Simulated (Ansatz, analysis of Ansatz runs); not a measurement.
# Reproducing a measured local vibrational mode: Al-H pair in Si

How near does this set-up come to the measured local vibrational mode? Subject: Al-H pair in Si. Set-up: HSE06, 32-site cell, PBE lattice, 420 eV, k: the zone centre alone, anharmonic cut. The model is a cell of 32 host atoms with Al put on another atom's site and H put in between. The frequencies come from force constants among the defect atom and its neighbours, with the masses of the isotopes named. Exact exchange opens the gap, stiffens bonds and lessens the self-interaction error, at many times the cost.

Measured beforehand: Si-H stretch, 1H: 2201 cm⁻¹, by IR absorption (quoted in “Local vibrational modes of impurities in silicon”, 2008, M.D. McCluskey, quoting earlier work (1987)). The runs below try to reproduce this.

Main program and level: Ansatz 0.2.0; plane-wave PAW DFT, HSE06; relaxation of all atoms of a defect supercell.

This is a report of a sequence of runs, with most program output left out.

In doubt: a hybrid run on one k-point (steps 2, 3, 4), which bears on gaps, levels and energies.

## (1) Set-up

The cell holds 33 atoms: 31 Si, 1 Al and 1 H. Cell: a = 9.474 Å, b = 9.474 Å, c = 9.474 Å, α = 109.5°, β = 109.5°, γ = 109.5°. It derives from Si (space group Fd-3m). Nearest the centre at fractional (0.441, 0.500, 0.500): H33 at 0.55 Å, Al11 at 1.00 Å, Si23 at 2.06 Å, Si27 at 2.61 Å, Si26 at 2.61 Å, Si32 at 2.61 Å, Si8 at 3.43 Å, Si7 at 3.43 Å.

The host's primitive cell comes from a first run (plane-wave PAW DFT, PBE; relaxation of the host's cell and atoms): vectors of 3.868, 3.868 and 3.868 Å. That is 20.46 Å³ an atom, 2.2 % over the diffraction cell's volume. The supercell is built on it.

## (2) Relaxation, charge 0

Every later number rests on the structure around the defect, so the atoms are relaxed at the host's lattice first.

Contents of relax/input.yaml:

```yaml
relax:
  f_tol: 0.01
  max_steps: 80
  random_displacement: { amplitude: 0.02, seed: 847 }
crystal:
  lattice:
    - [-5.46978324, 5.46978324, 5.46978324]
    - [5.46978324, -5.46978324, 5.46978324]
    - [5.46978324, 5.46978324, -5.46978324]
  atoms:
    - { symbol: Si, position: [0.0, 0.0, 0.5] }
    - { symbol: Si, position: [0.0, 0.25, 0.25] }
    - { symbol: Si, position: [0.0, 0.5, 0.0] }
    - { symbol: Si, position: [0.0, 0.75, 0.75] }
    - { symbol: Si, position: [0.25, 0.0, 0.25] }
    - { symbol: Si, position: [0.25, 0.25, 0.0] }
    - { symbol: Si, position: [0.25, 0.5, 0.75] }
    - { symbol: Si, position: [0.25, 0.75, 0.5] }
[... 21 atom lines left out ...]
    - { symbol: Si, position: [0.75, 0.25, 0.25] }
    - { symbol: Si, position: [0.75, 0.5, 0.0] }
    - { symbol: Si, position: [0.75, 0.75, 0.75] }
    - { symbol: H, position: [0.382884, 0.5, 0.5] }
basis:
  ecutwfc: 420
  xc_grid: 2
hamiltonian:
  xc: hse06
kpoints:
  mp_grid: { grid: [1, 1, 1] }
scf:
  occupations: { method: fermi_dirac, width: 0.01 }
  max_iter: 120
output:
  forces: true
checkpoint:
  write: "../relax.run"
  compress: false
  write_wavefunctions: true
  write_every: 100000
```

The run is started by

```sh
> ansatz run input.yaml --threads 2 --pin off --max-ram 4710MiB --backend cpu --events-out ev --progress --plain --runs-dir out
```

Run time: 4.6 min. Hardware: 2 threads of Arm Neoverse V1, shared host; peak memory 0.88 GiB; 9 min of CPU time.

Step by step:

```csv
step,energy less that of the first step (eV),largest force component (eV/Å)
1,0.0000,1.7622
2,-0.6508,0.3401
3,-0.6836,0.1038
4,-0.6864,0.0282
5,-0.6875,0.0300
6,-0.6888,0.0328
7,-0.6941,0.0516
8,-0.7113,0.1281
9,-0.7239,0.2180
10,-0.7163,0.2618
11,-0.7309,0.0654
12,-0.7317,0.0212
13,-0.7324,0.0269
14,-0.7326,0.0050
```

Relaxation step 10 was tried and not accepted.

The atoms that moved most (Å, from the sites as typed, ahead of the random displacement):

```csv
atom,dx,dy,dz,length
H33,-0.191,-0.578,0.168,0.631
Si32,0.116,0.083,0.028,0.145
Si26,-0.028,0.087,-0.111,0.143
Si27,-0.096,0.016,0.098,0.138
Si2,-0.001,-0.055,-0.104,0.118
Si8,0.101,-0.050,0.003,0.112
Si15,-0.075,0.011,0.077,0.108
Al11,0.071,-0.006,-0.069,0.100
```

Final coordinates:

```xyz
33
Lattice="-5.4698 5.4698 5.4698 5.4698 -5.4698 5.4698 5.4698 5.4698 -5.4698" Properties=species:S:1:pos:R:3 pbc="T T T"
Si    2.7605    2.7503   -2.7350
Si    2.7345   -0.0545   -0.1045
Si    2.7047   -2.7150    2.7675
Si    8.2343    0.0307   -0.0205
Si   -0.0347    2.7605    0.0026
Si    0.0277    0.0232    2.7393
Si    5.4354    2.7834    0.0371
Si    5.5716   -0.0497    2.7381
Si   -2.7333    2.7484    2.7093
Si    2.7408    5.5271   -0.0582
Al    2.5476    2.9886    2.9254
Si    2.7324    0.0207    5.4434
Si    0.0019    8.2300    0.0393
Si    0.0196    5.5040    2.7073
Si   -0.0739    2.7458    5.5467
Si    0.0592    0.0594    8.2008
Si    1.3802    1.4329   -1.3632
Si    1.3968   -1.3525    1.3692
Si    6.8059    1.3957   -1.3338
Si    6.8999   -1.3858    1.3349
Si   -1.3722    1.3709    1.3817
Si    4.1110    4.1304   -1.3920
Si    4.2400    1.1397    1.2279
Si    4.1044   -1.3543    4.0758
Si    1.3655    6.9029   -1.3774
Si    1.3408    4.1891    1.2565
Si    1.2729    1.3841    4.2000
Si    1.3930   -1.3384    6.8321
Si   -1.3827    6.8420    1.3726
Si   -1.3312    4.0802    4.0387
Si   -1.4227    1.3648    6.8929
Si    4.2193    4.1859    4.1302
H     3.1858    1.5167    2.2620
```

The atoms nearest to the centre after the run:

```csv
atom,distance (Å)
H33,0.920
Al11,0.921
Si23,2.107
Si27,2.725
Si26,2.726
Si32,2.727
Si7,3.384
Si8,3.537
Si2,3.542
```

Neighbours of the added atoms: H33: Si23 1.52, Al11 1.74, Si27 2.73 Å.

This step gave:

- free energy: -20273.6401 eV

The relaxation ends 22 meV an atom lower than the displaced start, with a largest force component of 0.0050 eV/Å.

## (3) Local vibrational modes

A local mode lives on the defect and the atoms next to it, so only the sites listed in the input are displaced, which costs far fewer SCF runs than the whole cell would.

This step: plane-wave PAW DFT, HSE06; finite-displacement force constants among the atoms nearest to a defect, the others at rest.

Contents of modes/input.yaml:

```yaml
crystal:
  lattice:
    - [-5.46978324, 5.46978324, 5.46978324]
    - [5.46978324, -5.46978324, 5.46978324]
    - [5.46978324, 5.46978324, -5.46978324]
  atoms:
    - { symbol: Si, position: [0.001392509, 0.00233069, 0.503750498] }
    - { symbol: Si, position: [-0.014538647, 0.240414762, 0.244981402] }
[... 2 atom lines left out ...]
    - { symbol: Si, position: [0.252577943, -0.002930243, 0.249166525] }
    - { symbol: Si, position: [0.252518802, 0.252936548, 0.004654639] }
    - { symbol: Si, position: [0.257817992, 0.500242415, 0.751286212] }
    - { symbol: Si, position: [0.245747005, 0.75959641, 0.504765692] }
[... 2 atom lines left out ...]
    - { symbol: Al, position: [0.540612162, 0.50029288, 0.506070751] }
    - { symbol: Si, position: [0.499480086, 0.747358974, 0.251666994] }
[... 10 atom lines left out ...]
    - { symbol: Si, position: [0.21642455, 0.499834176, 0.491765868] }
[... 2 atom lines left out ...]
    - { symbol: Si, position: [0.497791216, 0.237421411, 0.505499531] }
    - { symbol: Si, position: [0.510452863, 0.500284107, 0.242883352] }
[... 4 atom lines left out ...]
    - { symbol: Si, position: [0.760184792, 0.763240838, 0.76832448] }
    - { symbol: H, position: [0.345409991, 0.497987378, 0.429861187] }
basis:
  ecutwfc: 420
  xc_grid: 2
hamiltonian:
  xc: hse06
kpoints:
  mp_grid: { grid: [1, 1, 1] }
scf:
  occupations: { method: fermi_dirac, width: 0.01 }
  max_iter: 120
output: {}
checkpoint:
  read: "../relax.run"
phonons:
  supercell: [1, 1, 1]
  displaced_sites: [22, 32]
```

Elapsed: 5.8 min, on 2 threads; peak memory 0.89 GiB; 11 min of CPU time.

Numbers from this step:

* free energy: -20273.6401 eV

The modes with the largest weight on the probed atoms (the light atom of a pair), for the masses of each isotope. Modes of the displaced atoms (local only where they lie over the host's phonons):

```csv
isotopes,mode (cm⁻¹),share of the defect atoms
H,2102,0.981
H,856.4,0.939
H,439.2,0.649
D,1501,0.962
D,625.9,0.862
D,282.4,0.924
```

## (4) Point 1 along the mode

A light atom samples the curved part of its well, so the energy is mapped along the mode and the one-dimensional Schrödinger equation solved on it.

This step: plane-wave PAW DFT, HSE06; single point of a defect supercell.

cut0/input.yaml, as its differences from modes/input.yaml of step 3:

```diff
@@ -17,3 +17,3 @@
 [... 10 atom lines left out ...]
-    - { symbol: Si, position: [0.21642455, 0.499834176, 0.491765868] }
+    - { symbol: Si, position: [0.21728638, 0.499822383, 0.491421306] }
 [... 2 atom lines left out ...]
@@ -23,3 +23,3 @@
     - { symbol: Si, position: [0.760184792, 0.763240838, 0.76832448] }
-    - { symbol: H, position: [0.345409991, 0.497987378, 0.429861187] }
+    - { symbol: H, position: [0.308048932, 0.498177051, 0.435324475] }
 basis:
@@ -34,7 +34,5 @@
   max_iter: 120
-output: {}
+output:
+  forces: true
 checkpoint:
   read: "../relax.run"
-phonons:
-  supercell: [1, 1, 1]
-  displaced_sites: [22, 32]
```

Run time: 28 s. Hardware: 2 threads; peak memory 0.83 GiB; 54 s of CPU time.

Read from the output:

```yaml
free_energy: -20271.7167 eV
```

The series, run alike:

```csv
run,outcome,energy less the first (eV),moment (μB),time
point 1 along the mode,converged,0.0000,0.00,28 s
point 2 along the mode,converged,-1.0360,0.00,29 s
point 3 along the mode,converged,-1.5587,0.00,29 s
point 4 along the mode,converged,-1.8426,0.00,28 s
point 5 along the mode,converged,-1.8557,0.00,28 s
point 6 along the mode,converged,-1.6709,0.00,29 s
point 7 along the mode,converged,-1.4049,0.00,29 s
point 8 along the mode,converged,-0.9899,0.00,31 s
point 9 along the mode,converged,-0.4433,0.00,30 s
```

## (5) Anharmonic fundamental

Analysis of the runs above: one-dimensional Schroedinger equation on a polynomial through HSE06 energies along the local mode.

It gives:

```
stretch          : 2118 cm⁻¹
stretch harmonic : 2102 cm⁻¹
```

Table of energy by normal coordinate:

```csv
normal coordinate (amu½ Å),energy (eV)
-0.380,1.92
-0.279,0.887
-0.190,0.365
-0.095,0.0808
0.000,0
0.095,0.0677
0.190,0.253
0.279,0.519
0.380,0.933
0.481,1.48
```

## (6) Results

| Property | Result |
| --- | --- |
| distance from the defect atom to its nearest neighbour | 1.524 Å |
| Si-H stretch, 1H | 2118 cm⁻¹ |
| time of the whole chain | 15 min on 2 threads |

Si-H stretch, 1H: computed 2118 cm⁻¹, measured 2201 cm⁻¹; 83 cm⁻¹ (4 %) below the measurement. The anharmonic cut moves the Si-H stretch, 1H from 2102 to 2118 cm⁻¹; a straight cut leaves out the coupling to the other modes. Only the named neighbours move, so modes near the host's band are approximate. Limits: the zone centre alone is a coarse sampling for this cell.

[Logs are printed without paths, hosts, clocks, repeated set-up lines and the standing remarks that a program may print on its own settings, such as how far it seeks lower states.]

[Hosts, paths, dates, database ids (printed as entryN), source tags and the programs' standing remarks are cut or masked in the printed files.]

[For some hosts the program warned that the k-mesh of the response run may be too coarse for force constants and the static dielectric constant; such warnings are not shown here.]
